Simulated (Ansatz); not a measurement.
# Phonons of Y (P6_3/mmc, 2 atoms in the cell) against volume

Aim: how do the optical modes of Y (P6_3/mmc, 2 atoms in the cell) move with volume?

Program: Ansatz 0.2.0. Level of theory: DFT LDA, scalar-relativistic, plane waves, PAW; PAW set soft_1. Results are calculated unless marked as measured.

## (1) The starting structure

The structure is hexagonal, space group P6_3/mmc (No. 194). The conventional cell has a = 3.647 Å, b = 3.647 Å, c = 5.731 Å, α = 90.00°, β = 90.00°, γ = 120.00°. Nearest to Y lie 12 Y at 3.56 to 3.65 Å.

## (2) Relaxation

The cell and atoms are relaxed, since residual forces and stress would shift the frequencies.

input.yaml reads:

```yaml
crystal:
  lattice:
    - [3.6474, 0.0, 0.0]
    - [-1.8237, 3.1587410578, 0.0]
    - [0.0, 0.0, 5.7306]
  atoms:
    - { symbol: "Y", position: [0.33333333, 0.66666667, 0.25] }
    - { symbol: "Y", position: [0.66666667, 0.33333333, 0.75] }
kpoints:
  mp_grid: { grid: [15, 15, 8] }
hamiltonian:
  xc: lda
  pseudopotentials: { kind: paw, azcp: { folder: soft_1 }, xc_functional: pbe }
scf:
  occupations: { method: gaussian, width: 0.1 }
output:
  forces: true
  stress: true
  eigenvalues: true
  write_density: true
  write_potential: true
  elf: true
  volumetric_format: npy
relax:
  adjacent_minimum: "off"
  f_tol: 0.005
  max_steps: 80
  cell: { stress_tol: 0.05 }
```

Run with:

```bash
> ansatz run input.yaml --threads 4 --pin off --max-ram 10240MiB --backend cpu --events-out ev --progress --plain --runs-dir out
```

Numbers of over 12 decimals in the logs are rounded to 6 here.

The program printed:

```text
Engine: ansatz 0.2.0, x86_64-unknown-linux-gnu
Pseudopotentials: kind: paw
Pseudopotential: Y, paw, valence charge 11, recommended cutoff 420 eV (normal), soft_1/Y.paw.azcp
Functional definition: SPW92
  exchange = slater_x
  correlation = pw_c
Crystal: 2 atoms, lattice volume = 66.023 Å³
Basis set: ecut = 420 eV, 1267 PW (Γ)
Bands: 15, of which v1, the nominal top of the filled ones, is band 11 counted from 1 (10 counted from 0)
Symmetry: 24 space group operations
Space group: P63/mmc (ITA 194), of the structure as read, at distance tolerance 4.0e-5 Å
k-points: 135 of 1800
Non-local potential: Y, projectors of the file, l = 0: 3, l = 1: 2, l = 2: 2, l = 3: 1
PAW form: soft (Blöchl's): semilocal exchange-correlation on the pseudo side does not see the compensation charge
PAW frozen core: Y, regenerated for the run's functional, and the local potential with it (the file was generated under x = pbe(κ = 0.804, μ = 0.219515), c = pbe(β = 0.066725))
PAW one-centre angular grid: Y, 590 points (default); XC on 64 Gauss nodes
Initial density: superposition of atomic densities (chi_scale 0.1, normalization cell)
Initial wavefunctions: pseudopotential atomic-orbital guess
Functional: x = slater, c = lda
SCF iter   1: F=—  HF=-7491.136723 eV  |F-HF|=—  |Δ(HF+E_count)|=         —  Δρ=1.19e-2  dr2=1.57e-1  ethr=3.10e-3  ⟨swp⟩=4.4  Hψ=8839  notcnv=0
preconditioner: auto → Kerker (q_TF=auto, 2.272 Å⁻¹)  [metal: Δε(μ)=0.009 eV  Ē_g=2.557 eV  σ=0.100 eV  W_gap=0.05  n_scr=22 (ndim 8)  ℏωp=11.2 eV  f_vac=0.000  D(μ)=3.79/eV (n_scr^D=34)]
SCF iter   2: F=—  HF=-7491.103121 eV  |F-HF|=—  |Δ(HF+E_count)|=   3.36e-2  Δρ=7.73e-3  dr2=6.47e-2  ethr=7.15e-4  ⟨swp⟩=1.2  Hψ=3149  notcnv=0  defer=1
SCF iter   3: F=—  HF=-7491.081136 eV  |F-HF|=—  |Δ(HF+E_count)|=   2.20e-2  Δρ=9.54e-4  dr2=6.32e-4  ethr=2.94e-4  ⟨swp⟩=3.0  Hψ=3883  notcnv=0  defer=1
SCF iter   4: F=—  HF=-7491.081148 eV  |F-HF|=—  |Δ(HF+E_count)|=   1.21e-5  Δρ=1.90e-4  dr2=2.16e-5  ethr=2.87e-6  ⟨swp⟩=1.8  Hψ=2238  notcnv=0  defer=1
SCF iter   5: F=—  HF=-7491.081146 eV  |F-HF|=—  |Δ(HF+E_count)|=   1.34e-6  Δρ=3.80e-5  dr2=7.56e-7  ethr=9.82e-8  ⟨swp⟩=2.2  Hψ=3435  notcnv=0  defer=1
SCF iter   6: F=-7491.081147 eV  HF=-7491.081147 eV  |F-HF|=3.61e-9  |Δ(HF+E_count)|=   1.72e-7  Δρ=7.08e-6  dr2=2.10e-8  ethr=4.55e-10  ⟨swp⟩=8.4  Hψ=12684  notcnv=0
SCF 1 converged in 6 iterations: F = -7491.081147 eV  dr2 = 2.10e-8
  greatest PAW one-centre occupation: 0.992 electrons in one spin orbital (limit 2), on the Y atom at site 1 (counted from 0), in its partial waves of l = 0
relax step   1: F+E_penalty+E_count = -7491.08114652 eV  Δ(F+E_penalty+E_count) = +0.000e0 eV  max|allowed force component| = 6.476e-17 eV/Å  Δτ_max = 0.0000 Å  P = -3.827 GPa  Ω = 66.023 Å³  (6 SCF iters, dr2 threshold 1.00e-7 eV, accepted)
Crystal: 2 atoms, lattice volume = 59.782 Å³
Basis set: ecut = 420 eV, 1153 PW (Γ)
Initial density: handed on by an earlier stage of this run
Initial wavefunctions: those handed on with the density
iter 1 solved again at ethr=1.72e-6 eV; its pass at ethr=3.10e-3 eV (dr2=3.79e-4 eV) is discarded
SCF iter   1: F=—  HF=-7491.161092 eV  |F-HF|=—  |Δ(HF+E_count)|=         —  Δρ=1.13e-3  dr2=4.39e-4  ethr=1.72e-6  ⟨swp⟩=2.1  Hψ=15391  notcnv=0
preconditioner: auto → Kerker (q_TF=auto, 2.310 Å⁻¹)  [metal: Δε(μ)=0.007 eV  Ē_g=2.644 eV  σ=0.100 eV  W_gap=0.04  n_scr=10 (ndim 8)  ℏωp=11.8 eV  f_vac=0.000  D(μ)=3.44/eV (n_scr^D=34)]
SCF iter   2: F=—  HF=-7491.161097 eV  |F-HF|=—  |Δ(HF+E_count)|=   4.94e-6  Δρ=6.30e-4  dr2=1.42e-4  ethr=1.72e-6  ⟨swp⟩=1.9  Hψ=3210  notcnv=0
SCF iter   3: F=—  HF=-7491.161121 eV  |F-HF|=—  |Δ(HF+E_count)|=   2.46e-5  Δρ=7.57e-5  dr2=3.22e-6  ethr=6.46e-7  ⟨swp⟩=2.2  Hψ=3349  notcnv=0
SCF iter   4: F=-7491.161121 eV  HF=-7491.161121 eV  |F-HF|=7.23e-9  |Δ(HF+E_count)|=   1.68e-8  Δρ=1.08e-5  dr2=6.84e-8  ethr=9.09e-10  ⟨swp⟩=6.1  Hψ=12304  notcnv=0
SCF 2 converged in 4 iterations: F = -7491.161121 eV  dr2 = 6.84e-8
relax step   2: F+E_penalty+E_count = -7491.16112148 eV  Δ(F+E_penalty+E_count) = -7.997e-2 eV  max|allowed force component| = 7.401e-17 eV/Å  Δτ_max = 0.0000 Å  P = +0.054 GPa  Ω = 59.782 Å³  energy of the carried Pulay correction = +1.542e-4 eV  (4 SCF iters, dr2 threshold 2.00e-7 eV, accepted)
Crystal: 2 atoms, lattice volume = 59.860 Å³
iter 1 solved again at ethr=1.76e-9 eV; its pass at ethr=3.10e-3 eV (dr2=3.87e-7 eV) is discarded
SCF iter   1: F=—  HF=-7491.161135 eV  |F-HF|=—  |Δ(HF+E_count)|=         —  Δρ=1.86e-5  dr2=1.53e-7  ethr=1.76e-9  ⟨swp⟩=3.4  Hψ=14699  notcnv=0
preconditioner: auto → Kerker (q_TF=auto, 2.309 Å⁻¹)  [metal: Δε(μ)=0.007 eV  Ē_g=2.642 eV  σ=0.100 eV  W_gap=0.04  n_scr=10 (ndim 8)  ℏωp=11.8 eV  f_vac=0.000  D(μ)=3.44/eV (n_scr^D=34)]
SCF iter   2: F=—  HF=-7491.161135 eV  |F-HF|=—  |Δ(HF+E_count)|=   2.80e-9  Δρ=1.05e-5  dr2=5.25e-8  ethr=6.95e-10  ⟨swp⟩=1.3  Hψ=2512  notcnv=0
SCF iter   3: F=-7491.161135 eV  HF=-7491.161135 eV  |F-HF|=5.11e-10  |Δ(HF+E_count)|=   3.94e-9  Δρ=1.35e-6  dr2=1.45e-9  ethr=5.00e-11  ⟨swp⟩=5.1  Hψ=10999  notcnv=0
SCF 3 converged in 3 iterations: F = -7491.161135 eV  dr2 = 1.45e-9
relax step   3: F+E_penalty+E_count = -7491.16113466 eV  Δ(F+E_penalty+E_count) = -1.318e-5 eV  max|allowed force component| = 1.388e-16 eV/Å  Δτ_max = 0.0000 Å  P = -0.003 GPa  Ω = 59.860 Å³  energy of the carried Pulay correction = +1.522e-4 eV  (3 SCF iters, dr2 threshold 1.10e-8 eV, accepted)
Initial wavefunctions: pseudopotential atomic-orbital guess (no wavefunctions were taken with the density)
iter 1 solved again at ethr=1.76e-7 eV; its pass at ethr=3.10e-3 eV (dr2=3.86e-5 eV) is discarded
SCF iter   1: F=—  HF=-7491.160950 eV  |F-HF|=—  |Δ(HF+E_count)|=         —  Δρ=5.49e-5  dr2=2.24e-7  ethr=1.76e-7  ⟨swp⟩=3.1  Hψ=15155  notcnv=0
SCF iter   2: F=—  HF=-7491.160950 eV  |F-HF|=—  |Δ(HF+E_count)|=   4.72e-7  Δρ=2.82e-5  dr2=5.81e-8  ethr=1.02e-9  ⟨swp⟩=1.9  Hψ=2608  notcnv=0
SCF iter   3: F=—  HF=-7491.160950 eV  |F-HF|=—  |Δ(HF+E_count)|=  4.11e-10  Δρ=8.42e-7  dr2=1.88e-10  ethr=2.64e-10  ⟨swp⟩=2.0  Hψ=2586  notcnv=0
SCF iter   4: F=-7491.160950 eV  HF=-7491.160950 eV  |F-HF|=7.28e-12  |Δ(HF+E_count)|=  5.64e-11  Δρ=1.26e-7  dr2=5.65e-12  ethr=1.00e-12  ⟨swp⟩=6.4  Hψ=9387  notcnv=0
SCF 4 converged in 4 iterations: F = -7491.160950 eV  dr2 = 5.65e-12
relax step   4: F+E_penalty+E_count = -7491.16095032 eV  Δ(F+E_penalty+E_count) = +1.843e-4 eV  max|allowed force component| = 1.480e-16 eV/Å  Δτ_max = 0.0000 Å  P = -0.002 GPa  Ω = 59.860 Å³  stress off target by 1.40e-2 GPa  SCF on the basis re-selected at this cell (its energy is not comparable with the rows above)  (4 SCF iters)
basis re-selected at this cell: Δ(F+E_penalty+E_count) = +1.843e-4 eV, ΔP = +0.001 GPa vs the last step (what re-selecting the basis moved, of the pressure what is left beyond the Pulay correction that the steps carried, after the strain that the cell walked since its last selection, with what the two solves' SCF thresholds leave and, on support functions, any second-order correction that the steps lacked; it is no measure of the basis error at this ecutwfc). The dense FFT grid was sized anew with the basis: this SCF ran on 24×24×40 points, the steps before it on 25×25×40, so part of this shift can come from that change (see relax.cell in the input reference). [rest of the remark cut]
SCF converged after 4 iterations
Free energy (F): -7491.160950 eV
Harris-Foulkes:  -7491.160950 eV  (|F-HF|=7.28e-12)
Internal energy: -7491.143739 eV  (E = F + TS)
E sigma→0 (E₀):  -7491.152345 eV
Entropy (-TS):   -0.017212 eV (-8.606 meV/atom)
Fermi energy:    10.215366 eV
--- Per-component energies (eV) ---
  E_band       = -219.828014
  E_kinetic    = 634.225205
  E_local      = -1145.469909  (includes V_loc(G=0)·N_el)
  E_nonlocal   = 62.170123
  E_hartree    = 361.432746
  E_xc         = -354.240928
  E_vxc        = -410.327393  (∫ρ·V_xc dr)
  E_paw        = -5429.703524  (= ΣΔE_a)
  E_vpaw       = -83.291557  (= ΣTr[D̂ρ^β])
  E_aug_tail   = 0.000046  (compensation charges beyond the density's cutoff)
  E_ewald      = -1620.216668
  E_core_change = 0.659170  (= ΣΔE_core)
  E_smearing   = -0.017212  (= −TS)
  E_closure    = 0.000000  (closes the sum)
  Σ components = -7491.160950   (vs F -7491.160950, Δ=0.00e0)
--- Forces (eV/Å), atoms counted from 1 ---
  atom   1  Y      0.00000000    -0.00000000     0.00000000
  atom   2  Y     -0.00000000     0.00000000    -0.00000000
  max |Σ_I F_I| component: 9.25e-18 eV/Å
--- Stress (GPa, compression-positive) ---
        0.003878       0.000000       0.000000
       -0.000000       0.003878      -0.000000
        0.000000      -0.000000      -0.013964
  P = ⅓ Tr σ = -0.0021 GPa (-0.021 kbar)
--- Band table (eV; the first three rows and the last of 135) ---
  k-point 0: bands = [... 7 lower, -11.7446, 5.4368, 8.2118, 11.5431, 11.9724, 11.9724, 12.4003, 12.6682]
  k-point 1: bands = [... 7 lower, -11.7789, 5.5522, 8.1681, 11.3928, 11.8993, 11.8993, 12.2888, 12.5629]
  k-point 2: bands = [... 7 lower, -11.8174, 5.8849, 7.9845, 11.1245, 11.7967, 11.7967, 11.9877, 12.3207]
  k-point 134: bands = [... 7 lower, -11.8826, 9.7526, 9.7526, 9.8063, 9.8063, 10.7694, 10.7694, 13.1123]
--- Relaxed structure (3 steps of the walk, 3 accepted, 1 SCFs on fresh bases) ---
  F+E_penalty+E_count = -7491.16095032 eV   max|allowed force component| = 1.480e-16 eV/Å   (the final SCF, on the basis selected at the relaxed cell)
  cell:  # Å, volume = 59.8602 Å³
    - [3.543024, 0, 0]
    - [-1.771512, 3.068348, -3.960366772061412e-18]
    - [0, -7.18491240934879e-18, 5.506295]
  atoms:
    - { symbol: Y, position: [0.333333, 0.666667, 0.25] }
    - { symbol: Y, position: [0.666667, 0.333333, 0.75] }
```

The job ended after 5.5 s (4 threads of Intel Xeon at 2.80GHz (Skylake/Cascade Lake), shared host; peak memory 0.5 GiB; 20 s of CPU time).

Step by step:

| step | energy less that of the first step (eV) | largest force component (eV/Å) | pressure (GPa) | volume (Å³) |
| --- | --- | --- | --- | --- |
| 1 | 0.0000 | 0.0000 | -3.83 | 66.02 |
| 2 | -0.0800 | 0.0000 | 0.05 | 59.78 |
| 3 | -0.0800 | 0.0000 | 0.00 | 59.86 |
| 4* | -0.0798 | 0.0000 | 0.00 | 59.86 |

Relaxation steps marked * repeat the geometry before them on a plane-wave basis chosen anew for their cell, so energy and pressure can jump there.

The run keeps the 24 symmetry operations that it works with, so distortions that break them were not tested.

```
conventional cell, symmetrised  before  after  change
                         a (Å)   3.647  3.543  -2.9 %
                         b (Å)   3.647  3.543  -2.9 %
                         c (Å)   5.731  5.506  -3.9 %
              volume (Å³/atom)   33.01  29.93  -9.3 %
```

The relaxed structure:

```xyz
2
Lattice="3.5430 0.0000 0.0000 -1.7715 3.0683 0.0000 0.0000 0.0000 5.5063" Properties=species:S:1:pos:R:3 pbc="T T T"
Y     0.0000    2.0456    1.3766
Y     1.7715    1.0228    4.1297
```

Numbers from this step:

```yaml
pressure: -0.002069 GPa
volume_per_atom: 29.93 Å³
gap_on_the_k_mesh: 0 eV
```

Electrostatic potential energy in the ac plane at fractional y = 0.333, with atoms of Y within 0.2 Å of it. With pseudopotentials it is smooth inside the atoms' cores, unlike the true potential.

Values in eV, 21 rows by 14 columns, each cell a mean:
```
 11  12  12  12  11  10   8   5   3   1   2   4   7   9
 10  11  12  12  10   8   4  -4 -11 -15 -14  -7   1   6
  8  10  11  11   9   5  -3 -20 -31 -36 -34 -25 -10   1
  6   9  11  10   7   1 -15 -36 -44 -46 -46 -40 -25  -6
  5   9  10  10   6  -2 -20 -41 -46 -46 -46 -44 -31 -10
  5   9  10  10   6  -1 -20 -41 -46 -46 -46 -44 -30 -10
  6  10  11  10   8   2 -11 -32 -42 -45 -44 -36 -21  -4
  8  11  11  11   9   6  -1 -16 -27 -32 -30 -21  -8   2
 10  11  12  12  10   8   5  -1  -7 -11  -9  -3   2   7
 11  12  12  12  11  10   9   7   6   5   5   6   8  10
 11  11  11  11  11  11  10  10   9   9   9  10  10  11
 10   9   9   9  10  10  11  11  11  11  11  11  11  11
  8   7   6   6   7   9  10  11  12  12  12  12  11  10
  6   3   2   3   5   7   9  11  12  12  12  11  10   8
  4   0  -2  -1   2   6   8  11  12  12  12  11  10   7
  3  -1  -3  -2   2   5   8  11  12  12  12  11   9   7
  4   1  -1   0   3   6   9  11  12  12  12  11  10   7
  6   4   3   3   5   7   9  11  12  12  12  12  10   9
  9   8   7   7   8   9  10  11  12  12  12  12  11  10
 10  10  10  10  10  10  11  11  11  11  11  11  11  11
 11  11  11  11  11  11  10   9   9   9   9   9  10  11
```
Columns run along a (3.5 Å; values clipped at the 3rd and 97th percentile), rows up along c (5.5 Å). Atoms in or near the plane, at fractional coordinates: Y at (0.67, 0.75).

Valence density in the ac plane at fractional y = 0.333, with atoms of Y within 0.2 Å of it. It is the smooth field of the valence electrons, not physical close to the nuclei.

Ten even steps from '_' (0.1 e/Å³) to '@' (3.4 e/Å³), each cell a mean:
```
____________________________
______________..::::::..____
____________..--++****==..__
____________::**@@@@@@##==..
____________--%%@@%%@@@@++..
____________--%%@@@@@@@@++..
____________..++%%@@@@**--..
______________::==++++--..__
________________..::....____
____________________________
____________________________
____________________________
____________________________
____________________________
____________________________
____..______________________
____________________________
____________________________
____________________________
____________________________
____________________________
```
Columns run along a (3.5 Å), rows up along c (5.5 Å). Atoms in or near the plane, at fractional coordinates: Y at (0.67, 0.75).

ELF in the ac plane at fractional y = 0.333, with atoms of Y within 0.2 Å of it. It is the smooth field of the valence electrons, not physical close to the nuclei.

Ten even steps from '0' (0.13) to '9' (0.84), each cell a mean:
```
13442000121000
02431003677420
01320038999861
00110279988994
00100389856996
00100389856995
00210169999983
01320027999851
02431002565310
23432100010000
22222111111111
00000123444321
00000014676520
00110003677410
02321002576410
12431002576310
01221002576410
00100003677410
00000014566421
10001123333321
22222111111111
```
Columns run along a (3.5 Å), rows up along c (5.5 Å). Atoms in or near the plane, at fractional coordinates: Y at (0.67, 0.75).

In this step the volume went from 33.01 to 29.93 Å³/atom.

## (3) Relaxation

The relaxation is repeated from its end on the same settings, as a check that it has come to rest.

input.yaml, the sections that differ from step 2:

```yaml
crystal:
  lattice:
    - [3.5430235155, 0.0, 0.0]
    - [-1.7715117578, 3.0683483707, 0.0]
    - [0.0, 0.0, 5.5062951294]
  atoms:
    - { symbol: "Y", position: [0.3333333333, 0.6666666667, 0.25] }
    - { symbol: "Y", position: [0.6666666667, 0.3333333333, 0.75] }
# kpoints, hamiltonian, scf, output, relax: as in step 2
```

The program printed:

```text
[...]
Crystal: 2 atoms, lattice volume = 59.860 Å³
Basis set: ecut = 420 eV, 1153 PW (Γ)
Bands: 15, of which v1, the nominal top of the filled ones, is band 11 counted from 1 (10 counted from 0)
Symmetry: 24 space group operations
[...]
k-points: 135 of 1800
[...]
k-point 134: bands = [... 7 lower, -11.8826, 9.7526, 9.7526, 9.8063, 9.8063, 10.7694, 10.7694, 13.1123]
--- Relaxed structure (1 steps of the walk, 1 accepted, 1 SCFs on fresh bases) ---
[...]
cell:  # Å, volume = 59.8602 Å³
    - [3.543024, 2.8867442207446257e-11, 0.0]
    - [-1.771512, 3.068348, 0.0]
    - [0.0, 0.0, 5.5062951294]
  atoms:
    - { symbol: Y, position: [0.333333, 0.666667, 0.25] }
    - { symbol: Y, position: [0.666667, 0.333333, 0.750000] }
[key lines of the parts left out:]
SCF converged after 4 iterations
Free energy (F): -7491.160950 eV
Fermi energy:    10.215367 eV
P = ⅓ Tr σ = -0.0021 GPa (-0.021 kbar)
```

The job ended after 2.8 s (4 threads; peak memory 0.49 GiB).

Little changed from the start: no atom moved by 0.005 Å and no cell edge by 0.1 %.

Numbers from this step:

* pressure: -0.002070 GPa

In this step the volume went from 29.93 to 29.93 Å³/atom.

## (4) Tight relaxation

Phonons need small forces and stress, so the relaxation is finished with tight tolerances on 15×15×8 k points.

input.yaml, the sections that differ from step 3:

```yaml
crystal:
  lattice:
    - [3.5430235155, 0.0, 0.0]
    - [-1.7715117578, 3.0683483706, 0.0]
    - [0.0, 0.0, 5.5062951294]
  atoms:
    - { symbol: "Y", position: [0.3333333333, 0.6666666667, 0.25] }
    - { symbol: "Y", position: [0.6666666667, 0.3333333333, 0.75] }
scf:
  occupations: { method: methfessel_paxton, width: 0.2 }
output:
  forces: true
  stress: true
  eigenvalues: true
relax:
  adjacent_minimum: "off"
  f_tol: 0.001
  max_steps: 60
  cell: { stress_tol: 0.01 }
# kpoints, hamiltonian: as in step 3
```

The program printed:

```text
[...]
Crystal: 2 atoms, lattice volume = 59.860 Å³
Basis set: ecut = 420 eV, 1153 PW (Γ)
Bands: 15, of which v1, the nominal top of the filled ones, is band 11 counted from 1 (10 counted from 0)
Symmetry: 24 space group operations
[...]
k-points: 135 of 1800
[...]
k-point 134: bands = [... 7 lower, -11.8750, 9.7586, 9.7586, 9.8126, 9.8126, 10.7763, 10.7763, 13.1195]
--- Relaxed structure (2 steps of the walk, 2 accepted, 1 SCFs on fresh bases) ---
[...]
cell:  # Å, volume = 59.8293 Å³
    - [3.542333, 2.88618194653985e-11, 0.0]
    - [-1.771167, 3.067751, 0.0]
    - [0.0, 0.0, 5.505593]
  atoms:
    - { symbol: Y, position: [0.333333, 0.666667, 0.250000] }
    - { symbol: Y, position: [0.666667, 0.333333, 0.750000] }
[key lines of the parts left out:]
SCF converged after 6 iterations
Free energy (F): -7491.151550 eV
Fermi energy:    10.222055 eV
P = ⅓ Tr σ = 0.0019 GPa (0.019 kbar)
```

It took 3.8 s on 4 threads; peak memory 0.49 GiB; 14 s of CPU time.

Little changed from the start: no atom moved by 0.005 Å and no cell edge by 0.1 %.

This step gave:

- pressure: 0.001949 GPa
- volume per atom: 29.91 Å³

The forces vanish by symmetry and the pressure is 0.002 GPa, within the tolerances set. The cell now holds 29.91 Å³/atom.

[end of part 1 of 2]

[Logs are printed without paths, hosts, clocks, repeated set-up lines and the standing remarks that a program may print on its own settings, such as how far it seeks lower states.]

[Hosts, paths, dates, database ids (printed as entryN), source tags and the programs' standing remarks are cut or masked in the printed files.]
